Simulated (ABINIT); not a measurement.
# Converging GW for SiO2 (Quartz) in ABINIT, part 2 of 2

Aim: raise bands and screening cutoff together for SiO2 (Quartz) and follow gap and time.

ABINIT 10.8.3; PBE and many-body steps on it, plane waves. Known limits of the many-body steps: not at the basis limit; coarse k mesh.

So far. Step 3 (Screening, 3×3×2 mesh, 102 bands, screening to 93.3 eV): Local fields lower ε∞ by 7 %. On a Γ-centred mesh this coarse the value itself is usually too large, while a short band sum pulls it down. Step 4 (102 bands, 93.3 eV): The gap on the mesh goes from 6.04 eV to 8.52 eV, a correction of +2.48 eV.

**6. 143 bands, 123.5 eV**

This step: G0W0 on PBE, plane waves, norm-conserving pseudopotentials.

File run.abi:

```
acell 3*1.0 Angstrom
rprim 
  4.915799999986 0.000000000003 0.000000000000
  -2.457899999996 4.257207679910 0.000000000000
  0.000000000000 0.000000000000 5.409100000000
ntypat 2
znucl 14 8
natom 9
typat 1 1 1 2 2 2 2 2 2
xred 
  0.530300000000 0.000000000000 0.333333333333
  0.000000000000 0.530300000000 0.666666666667
  0.469700000000 0.469700000000 -0.000000000000
  0.146200000000 0.414200000000 0.881000000000
  0.585800000000 0.732000000000 0.214333333333
  0.268000000000 0.853800000000 0.547666666667
  0.414200000000 0.146200000000 0.119000000000
  0.732000000000 0.585800000000 0.785666666667
  0.853800000000 0.268000000000 0.452333333333
pp_dirpath "pseudos"
pseudos "Si.upf, O.upf"
ecut 36
ngkpt 3 3 2
nshiftk 1
shiftk 0 0 0
kptopt 1
chksymbreak 0
istwfk *1
occopt 1
irdwfk 1
optdriver 4
nband 143
gwcalctyp 0
ecutsigx 36
symsigma 1
nkptgw 3
kptgw 
  0.3333333333 0.3333333333 0.0000000000
  0.0000000000 0.0000000000 0.0000000000
  0.0000000000 0.0000000000 0.5000000000
bdgw 
  22 26
  23 27
  22 26
ecuteps 4.54
irdscr 1
ppmodel 1
indata_prefix "in"
outdata_prefix "out"
tmpdata_prefix "tmp"
```

The run is started by

```
$ OMP_NUM_THREADS=1 mpirun -n 4 abinit run.abi > log
```

Numbers of over 12 decimals in the logs are rounded to 6 here.

Output:

```text
.Version 10.8.3 of ABINIT. v10.8.2 released Aug 2026.

 Symmetries : space group P3_1 2 1 (#152); Bravais hP (primitive hexag.)
[... echo of the input left out ...]
== DATASET  1 ==================================================================
-   mpi_nproc: 4, omp_nthreads: 1 (-1 if OMP is not activated)

--- !DatasetInfo
iteration_state: {dtset: 1, }
dimensions: {natom: 9, nkpt: 6, mband: 143, nsppol: 1, nspinor: 1, nspden: 1, mpw: 7935, }
cutoff_energies: {ecut:  36.0, pawecutdg:  -1.0, }
electrons: {nelect:   4.80000000E+01, charge:   0.00000000E+00, occopt:   1.00000000E+00, tsmear:   1.00000000E-02, }

 SIGMA: Calculation of the GW corrections

 Based on a program developped by R.W. Godby, V. Olevano, G. Onida, and L. Reining.
 Incorporated in ABINIT by V. Olevano, G.-M. Rignanese, and M. Torrent.
.Using double precision arithmetic ; gwpc =  8

[... cell and pseudopotentials left out ...]
--------------------------------------------------------------------------------

 ==== K-mesh for the wavefunctions ====
 Number of points in the irreducible wedge :     6
[... list of points left out ...]
 Together with  6 symmetry operations and time-reversal symmetry
 yields    18 points in the full Brillouin Zone.

 ==== Q-mesh for screening function ====
 Number of points in the irreducible wedge :     6
[... list of points left out ...]
 Together with  6 symmetry operations and time-reversal symmetry
 yields    18 points in the full Brillouin Zone.

 vcoul_init : cutoff-mode = AUXILIARY_FUNCTION
 q-points for optical limit:   1
     1)      0.000010    0.000020    0.000030
 setmesh: FFT mesh size selected  =    45x   45x   60
          total number of points  =       121500

 Number of electrons calculated from density =   48.0000; Expected =   48.0000
[...]
number of plane-waves for wavefunctions          7935
 number of bands                                   143
 number of q-points in IBZ                           6
 number of frequencies                               2
 number of real frequencies                          1
 number of imag frequencies                          1

 matrix elements of self-energy operator (all in [eV])

 Perturbative Calculation

--- !SelfEnergy_ee
iteration_state: {dtset: 1, }
kpoint     : [   0.333,    0.333,    0.000, ]
spin       : 1
KS_gap     :    8.953
QP_gap     :   11.978
Delta_QP_KS:    3.025
data: !SigmaeeData |
     Band     E0 <VxcDFT>   SigX SigC(E0)      Z dSigC/dE  Sig(E)    E-E0       E
       22  -0.238 -19.753 -25.566   4.201   0.819  -0.221 -21.073  -1.320  -1.559
       23  -0.238 -19.753 -25.566   4.201   0.819  -0.221 -21.073  -1.320  -1.559
       24   0.197 -20.113 -25.806   4.184   0.820  -0.220 -21.350  -1.237  -1.040
[...]
--- !SelfEnergy_ee
iteration_state: {dtset: 1, }
kpoint     : [   0.000,    0.000,    0.000, ]
spin       : 1
KS_gap     :    6.351
QP_gap     :    8.948
Delta_QP_KS:    2.596
data: !SigmaeeData |
     Band     E0 <VxcDFT>   SigX SigC(E0)      Z dSigC/dE  Sig(E)    E-E0       E
[...]
--- !SelfEnergy_ee
iteration_state: {dtset: 1, }
kpoint     : [   0.000,    0.000,    0.500, ]
spin       : 1
KS_gap     :    8.062
QP_gap     :   10.961
Delta_QP_KS:    2.898
data: !SigmaeeData |
     Band     E0 <VxcDFT>   SigX SigC(E0)      Z dSigC/dE  Sig(E)    E-E0       E
[...]
25   8.171 -12.281  -7.438  -2.959   0.863  -0.158 -10.654   1.627   9.798
       26   8.171 -12.281  -7.438  -2.959   0.863  -0.158 -10.654   1.627   9.798

== END DATASET(S) ==============================================================
================================================================================

 -outvars: echo values of variables after computation  --------
           etotal      0.0000000000E+00
            nband         143
             nkpt           6
          spgroup         152
 [... the other variables as echoed above ...]

 Calculation completed.
```

It took 23 s on 4 MPI ranks of Arm Neoverse V2, shared host; peak memory 1.4 GiB.

This step gave:

```yaml
g0w0_gap_on_the_points_computed: 8.552 eV
starting_gap_on_the_mesh: 6.038 eV
k_of_the_valence_top: 0.3333, 0.3333, 0
k_of_the_conduction_bottom: 0, 0, 0
z_at_the_valence_top: 0.82
z_at_the_conduction_bottom: 0.871
least_direct_g0w0_gap_on_the_computed_points: 8.947 eV
```

Against G0W0 in ABINIT (3×3×2 mesh, 102 bands, screening to 93.3 eV, Godby-Needs plasmon pole), the gap moves by +0.033 eV.

**7. Screening, 3×3×2 mesh, 208 bands, screening to 164.9 eV**

This step: RPA screening on PBE, plane waves, norm-conserving pseudopotentials.

Changes to run.abi since step 6:

```diff
@@ -30,19 +30,8 @@
 irdwfk 1
-optdriver 4
-nband 143
-gwcalctyp 0
-ecutsigx 36
-symsigma 1
-nkptgw 3
-kptgw 
-  0.3333333333 0.3333333333 0.0000000000
-  0.0000000000 0.0000000000 0.0000000000
-  0.0000000000 0.0000000000 0.5000000000
-bdgw 
-  22 26
-  23 27
-  22 26
-ecuteps 4.54
-irdscr 1
-ppmodel 1
+optdriver 3
+nband 208
+ecuteps 6.06
+inclvkb 2
+awtr 1
+symchi 1
 indata_prefix "in"
```

Output:

```text
.Version 10.8.3 of ABINIT. v10.8.2 released Aug 2026.

 Symmetries : space group P3_1 2 1 (#152); Bravais hP (primitive hexag.)
[... echo of the input left out ...]
== DATASET  1 ==================================================================
-   mpi_nproc: 4, omp_nthreads: 1 (-1 if OMP is not activated)

--- !DatasetInfo
iteration_state: {dtset: 1, }
dimensions: {natom: 9, nkpt: 6, mband: 208, nsppol: 1, nspinor: 1, nspden: 1, mpw: 7935, }
cutoff_energies: {ecut:  36.0, pawecutdg:  -1.0, }
[...]
--------------------------------------------------------------------------------
[... chi0 elements left out ...]
 For q-point:  0.000010 0.000020 0.000030
  dielectric constant =   2.3236
  dielectric constant without local fields =   2.5376

  Average fulfillment of the sum rule on Im[epsilon] for q-point    1 :     67.32  [%]
[... wings left out ...]
  q-point number  2        q = ( 0.333333, 0.000000, 0.000000) [r.l.u.]
--------------------------------------------------------------------------------
[... chi0 elements left out ...]
  Average fulfillment of the sum rule on Im[epsilon] for q-point    2 :     73.03  [%]

 [... 4 further q-points ...]
```

Elapsed: 2.4 min, on 4 MPI ranks; peak memory 2.3 GiB; 9.5 min of CPU time.

This step gave:

| Property | Result |
| --- | --- |
| ε∞ with local fields, on this mesh, along the program's q direction | 2.324 |
| the same without local fields | 2.538 |
| plasma frequency | 24.18 eV |
| plane waves in the screening matrix | 563 |

**8. 208 bands, 164.9 eV**

This step: G0W0 on PBE, plane waves, norm-conserving pseudopotentials.

Changes to run.abi since step 7:

```diff
@@ -30,8 +30,19 @@
 irdwfk 1
-optdriver 3
+optdriver 4
 nband 208
+gwcalctyp 0
+ecutsigx 36
+symsigma 1
+nkptgw 3
+kptgw 
+  0.3333333333 0.3333333333 0.0000000000
+  0.0000000000 0.0000000000 0.0000000000
+  0.0000000000 0.0000000000 0.5000000000
+bdgw 
+  22 26
+  23 27
+  22 26
 ecuteps 6.06
-inclvkb 2
-awtr 1
-symchi 1
+irdscr 1
+ppmodel 1
 indata_prefix "in"
```

Output:

```text
.Version 10.8.3 of ABINIT. v10.8.2 released Aug 2026.

 Symmetries : space group P3_1 2 1 (#152); Bravais hP (primitive hexag.)
[... echo of the input left out ...]
== DATASET  1 ==================================================================
-   mpi_nproc: 4, omp_nthreads: 1 (-1 if OMP is not activated)

--- !DatasetInfo
iteration_state: {dtset: 1, }
dimensions: {natom: 9, nkpt: 6, mband: 208, nsppol: 1, nspinor: 1, nspden: 1, mpw: 7935, }
cutoff_energies: {ecut:  36.0, pawecutdg:  -1.0, }
[...]
Band     E0 <VxcDFT>   SigX SigC(E0)      Z dSigC/dE  Sig(E)    E-E0       E
[...]
25   8.171 -12.281  -7.438  -3.057   0.861  -0.161 -10.743   1.538   9.709
       26   8.171 -12.281  -7.438  -3.057   0.861  -0.161 -10.743   1.538   9.709

== END DATASET(S) ==============================================================
================================================================================

 -outvars: echo values of variables after computation  --------
           etotal      0.0000000000E+00
            nband         208
             nkpt           6
          spgroup         152
 [... the other variables as echoed above ...]

 Calculation completed.
```

The job ended after 67 s (4 MPI ranks; peak memory 2.1 GiB; 4.5 min of CPU time).

Numbers from this step:

| Item | Value |
| --- | --- |
| G0W0 gap on the points computed | 8.618 eV |
| starting gap on the mesh | 6.038 eV |
| k of the valence top | 0.3333, 0.3333, 0 |
| k of the conduction bottom | 0, 0, 0 |
| least direct G0W0 gap on the computed points | 9.01 eV |

Against G0W0 in ABINIT (3×3×2 mesh, 143 bands, screening to 123.5 eV, Godby-Needs plasmon pole), the gap moves by +0.066 eV.

**9. Screening, 3×3×2 mesh, 296 bands, screening to 214.4 eV**

This step: RPA screening on PBE, plane waves, norm-conserving pseudopotentials.

Changes to run.abi since step 8:

```diff
@@ -30,19 +30,8 @@
 irdwfk 1
-optdriver 4
-nband 208
-gwcalctyp 0
-ecutsigx 36
-symsigma 1
-nkptgw 3
-kptgw 
-  0.3333333333 0.3333333333 0.0000000000
-  0.0000000000 0.0000000000 0.0000000000
-  0.0000000000 0.0000000000 0.5000000000
-bdgw 
-  22 26
-  23 27
-  22 26
-ecuteps 6.06
-irdscr 1
-ppmodel 1
+optdriver 3
+nband 296
+ecuteps 7.88
+inclvkb 2
+awtr 1
+symchi 1
 indata_prefix "in"
```

Output:

```text
.Version 10.8.3 of ABINIT. v10.8.2 released Aug 2026.

 Symmetries : space group P3_1 2 1 (#152); Bravais hP (primitive hexag.)
[... echo of the input left out ...]
== DATASET  1 ==================================================================
-   mpi_nproc: 4, omp_nthreads: 1 (-1 if OMP is not activated)

--- !DatasetInfo
iteration_state: {dtset: 1, }
dimensions: {natom: 9, nkpt: 6, mband: 296, nsppol: 1, nspinor: 1, nspden: 1, mpw: 7935, }
cutoff_energies: {ecut:  36.0, pawecutdg:  -1.0, }
[...]
--------------------------------------------------------------------------------
[... chi0 elements left out ...]
 For q-point:  0.000010 0.000020 0.000030
  dielectric constant =   2.3221
  dielectric constant without local fields =   2.5413

  Average fulfillment of the sum rule on Im[epsilon] for q-point    1 :     75.98  [%]
[... wings left out ...]
  q-point number  2        q = ( 0.333333, 0.000000, 0.000000) [r.l.u.]
--------------------------------------------------------------------------------
[... chi0 elements left out ...]
  Average fulfillment of the sum rule on Im[epsilon] for q-point    2 :     80.38  [%]

 [... 4 further q-points ...]
```

It took 4.4 min on 4 MPI ranks; peak memory 2.5 GiB; 18 min of CPU time.

Numbers from this step:

| Quantity | Value |
| --- | --- |
| ε∞ with local fields, on this mesh, along the program's q direction | 2.322 |
| the same without local fields | 2.541 |
| plasma frequency | 24.18 eV |
| plane waves in the screening matrix | 799 |

**10. 296 bands, 214.4 eV**

This step: G0W0 on PBE, plane waves, norm-conserving pseudopotentials.

Changes to run.abi since step 9:

```diff
@@ -30,8 +30,19 @@
 irdwfk 1
-optdriver 3
+optdriver 4
 nband 296
+gwcalctyp 0
+ecutsigx 36
+symsigma 1
+nkptgw 3
+kptgw 
+  0.3333333333 0.3333333333 0.0000000000
+  0.0000000000 0.0000000000 0.0000000000
+  0.0000000000 0.0000000000 0.5000000000
+bdgw 
+  22 26
+  23 27
+  22 26
 ecuteps 7.88
-inclvkb 2
-awtr 1
-symchi 1
+irdscr 1
+ppmodel 1
 indata_prefix "in"
```

Output:

```text
.Version 10.8.3 of ABINIT. v10.8.2 released Aug 2026.

 Symmetries : space group P3_1 2 1 (#152); Bravais hP (primitive hexag.)
[... echo of the input left out ...]
== DATASET  1 ==================================================================
-   mpi_nproc: 4, omp_nthreads: 1 (-1 if OMP is not activated)

--- !DatasetInfo
iteration_state: {dtset: 1, }
dimensions: {natom: 9, nkpt: 6, mband: 296, nsppol: 1, nspinor: 1, nspden: 1, mpw: 7935, }
cutoff_energies: {ecut:  36.0, pawecutdg:  -1.0, }
[...]
Band     E0 <VxcDFT>   SigX SigC(E0)      Z dSigC/dE  Sig(E)    E-E0       E
[...]
25   8.171 -12.281  -7.438  -3.155   0.860  -0.163 -10.829   1.452   9.622
       26   8.171 -12.281  -7.438  -3.155   0.860  -0.163 -10.829   1.452   9.622

== END DATASET(S) ==============================================================
================================================================================

 -outvars: echo values of variables after computation  --------
           etotal      0.0000000000E+00
            nband         296
             nkpt           6
          spgroup         152
 [... the other variables as echoed above ...]

 Calculation completed.
```

Wall time 3 min (4 MPI ranks); peak memory 2.8 GiB.

Numbers from this step:

```
G0W0 gap on the points computed              : 8.688 eV
starting gap on the mesh                     : 6.038 eV
k of the valence top                         : 0.3333, 0.3333, 0
k of the conduction bottom                   : 0, 0, 0
least direct G0W0 gap on the computed points : 9.077 eV
```

Against G0W0 in ABINIT (3×3×2 mesh, 208 bands, screening to 164.9 eV, Godby-Needs plasmon pole), the gap moves by +0.070 eV.

**11. Screening, 3×3×2 mesh, 420 bands, screening to 274.8 eV**

This step: RPA screening on PBE, plane waves, norm-conserving pseudopotentials.

Changes to run.abi since step 10:

```diff
@@ -30,19 +30,8 @@
 irdwfk 1
-optdriver 4
-nband 296
-gwcalctyp 0
-ecutsigx 36
-symsigma 1
-nkptgw 3
-kptgw 
-  0.3333333333 0.3333333333 0.0000000000
-  0.0000000000 0.0000000000 0.0000000000
-  0.0000000000 0.0000000000 0.5000000000
-bdgw 
-  22 26
-  23 27
-  22 26
-ecuteps 7.88
-irdscr 1
-ppmodel 1
+optdriver 3
+nband 420
+ecuteps 10.1
+inclvkb 2
+awtr 1
+symchi 1
 indata_prefix "in"
```

Output:

```text
.Version 10.8.3 of ABINIT. v10.8.2 released Aug 2026.

 Symmetries : space group P3_1 2 1 (#152); Bravais hP (primitive hexag.)
[... echo of the input left out ...]
== DATASET  1 ==================================================================
-   mpi_nproc: 4, omp_nthreads: 1 (-1 if OMP is not activated)

--- !DatasetInfo
iteration_state: {dtset: 1, }
dimensions: {natom: 9, nkpt: 6, mband: 420, nsppol: 1, nspinor: 1, nspden: 1, mpw: 7935, }
cutoff_energies: {ecut:  36.0, pawecutdg:  -1.0, }
[...]
--------------------------------------------------------------------------------
[... chi0 elements left out ...]
 For q-point:  0.000010 0.000020 0.000030
  dielectric constant =   2.3197
  dielectric constant without local fields =   2.5427

  Average fulfillment of the sum rule on Im[epsilon] for q-point    1 :     82.73  [%]
[... wings left out ...]
  q-point number  2        q = ( 0.333333, 0.000000, 0.000000) [r.l.u.]
--------------------------------------------------------------------------------
[... chi0 elements left out ...]
  Average fulfillment of the sum rule on Im[epsilon] for q-point    2 :     85.93  [%]

 [... 4 further q-points ...]
```

Elapsed: 10 min, on 4 MPI ranks; peak memory 3.7 GiB; 41 min of CPU time.

This step gave:

```yaml
eps_infinity_with_local_fields_on_this_mesh_along_the_program_s_q_direction: 2.320
the_same_without_local_fields: 2.543
plasma_frequency: 24.18 eV
plane_waves_in_the_screening_matrix: 1155
```

**12. 420 bands, 274.8 eV**

This step: G0W0 on PBE, plane waves, norm-conserving pseudopotentials.

Changes to run.abi since step 11:

```diff
@@ -30,8 +30,19 @@
 irdwfk 1
-optdriver 3
+optdriver 4
 nband 420
+gwcalctyp 0
+ecutsigx 36
+symsigma 1
+nkptgw 3
+kptgw 
+  0.3333333333 0.3333333333 0.0000000000
+  0.0000000000 0.0000000000 0.0000000000
+  0.0000000000 0.0000000000 0.5000000000
+bdgw 
+  22 26
+  23 27
+  22 26
 ecuteps 10.1
-inclvkb 2
-awtr 1
-symchi 1
+irdscr 1
+ppmodel 1
 indata_prefix "in"
```

Output:

```text
.Version 10.8.3 of ABINIT. v10.8.2 released Aug 2026.

 Symmetries : space group P3_1 2 1 (#152); Bravais hP (primitive hexag.)
[... echo of the input left out ...]
== DATASET  1 ==================================================================
-   mpi_nproc: 4, omp_nthreads: 1 (-1 if OMP is not activated)

--- !DatasetInfo
iteration_state: {dtset: 1, }
dimensions: {natom: 9, nkpt: 6, mband: 420, nsppol: 1, nspinor: 1, nspden: 1, mpw: 7935, }
cutoff_energies: {ecut:  36.0, pawecutdg:  -1.0, }
[...]
Band     E0 <VxcDFT>   SigX SigC(E0)      Z dSigC/dE  Sig(E)    E-E0       E
[...]
25   8.171 -12.281  -7.438  -3.235   0.859  -0.164 -10.900   1.381   9.552
       26   8.171 -12.281  -7.438  -3.235   0.859  -0.164 -10.900   1.381   9.552

== END DATASET(S) ==============================================================
================================================================================

 -outvars: echo values of variables after computation  --------
           etotal      0.0000000000E+00
            nband         420
             nkpt           6
          spgroup         152
 [... the other variables as echoed above ...]

 Calculation completed.
```

It took 8.6 min on 4 MPI ranks; peak memory 5 GiB.

Numbers from this step:

| Quantity | Value |
| --- | --- |
| G0W0 gap on the points computed | 8.752 eV |
| starting gap on the mesh | 6.038 eV |
| k of the valence top | 0.3333, 0.3333, 0 |
| k of the conduction bottom | 0, 0, 0 |
| least direct G0W0 gap on the computed points | 9.135 eV |

Against G0W0 in ABINIT (3×3×2 mesh, 296 bands, screening to 214.4 eV, Godby-Needs plasmon pole), the gap moves by +0.064 eV.

**13. Side by side**

Times are wall times on 4 MPI ranks of Arm Neoverse V2, shared host, good to a factor of about two. A run's time includes the screening step that it read.

```tsv
run	mesh	bands	screening cutoff (eV)	DFT gap (eV)	gap on the mesh (eV)	direct (eV)	ε∞ used	time
102 bands, 93.3 eV	3×3×2	102	93.3	6.038	8.519	8.922	2.34	47 s
143 bands, 123.5 eV	3×3×2	143	123.5	6.038	8.552	8.947	2.33	98 s
208 bands, 164.9 eV	3×3×2	208	164.9	6.038	8.618	9.010	2.32	3.5 min
296 bands, 214.4 eV	3×3×2	296	214.4	6.038	8.688	9.077	2.32	7.4 min
420 bands, 274.8 eV	3×3×2	420	274.8	6.038	8.752	9.135	2.32	19 min
```

**14. Summary of results**

- 102 bands, 93.3 eV: 8.519 eV
- 143 bands, 123.5 eV: 8.552 eV
- 208 bands, 164.9 eV: 8.618 eV
- 296 bands, 214.4 eV: 8.688 eV
- 420 bands, 274.8 eV: 8.752 eV
- known limits: not at the basis limit; coarse k mesh

What this shows: From the first rung to the last the gap moves by +0.23 eV for 24 times the time. In the G0W0 runs levels were corrected at 3 k points alone, so a gap called «on the mesh» is the least over those, and an edge elsewhere would be missed. The 3×3×2 mesh is coarse for this cell, which bears on the long-range parts of exchange and screening.

[Paths, hosts, dates, memory and timing lines, banners, echoed tables and standing remarks are left out of the program output.]

[Logs are printed without paths, hosts, clocks, repeated set-up lines and the standing remarks that a program may print on its own settings, such as how far it seeks lower states.]

[Runs of the session that timed out or met a known fault of the program may be left out.]

[Hosts, paths, dates, database ids (printed as entryN), source tags and the programs' standing remarks are cut or masked in the printed files.]

[G0W0 gaps are taken among the corrected bands and points alone; a level outside them can change the order at an edge.]

[Where Ansatz stands beside ABINIT at settings called matched, ABINIT's density can come from a denser mesh and the files from another edition; pairs whose starting gaps differed by over 0.03 eV were left out, so agreement reads better than it is.]
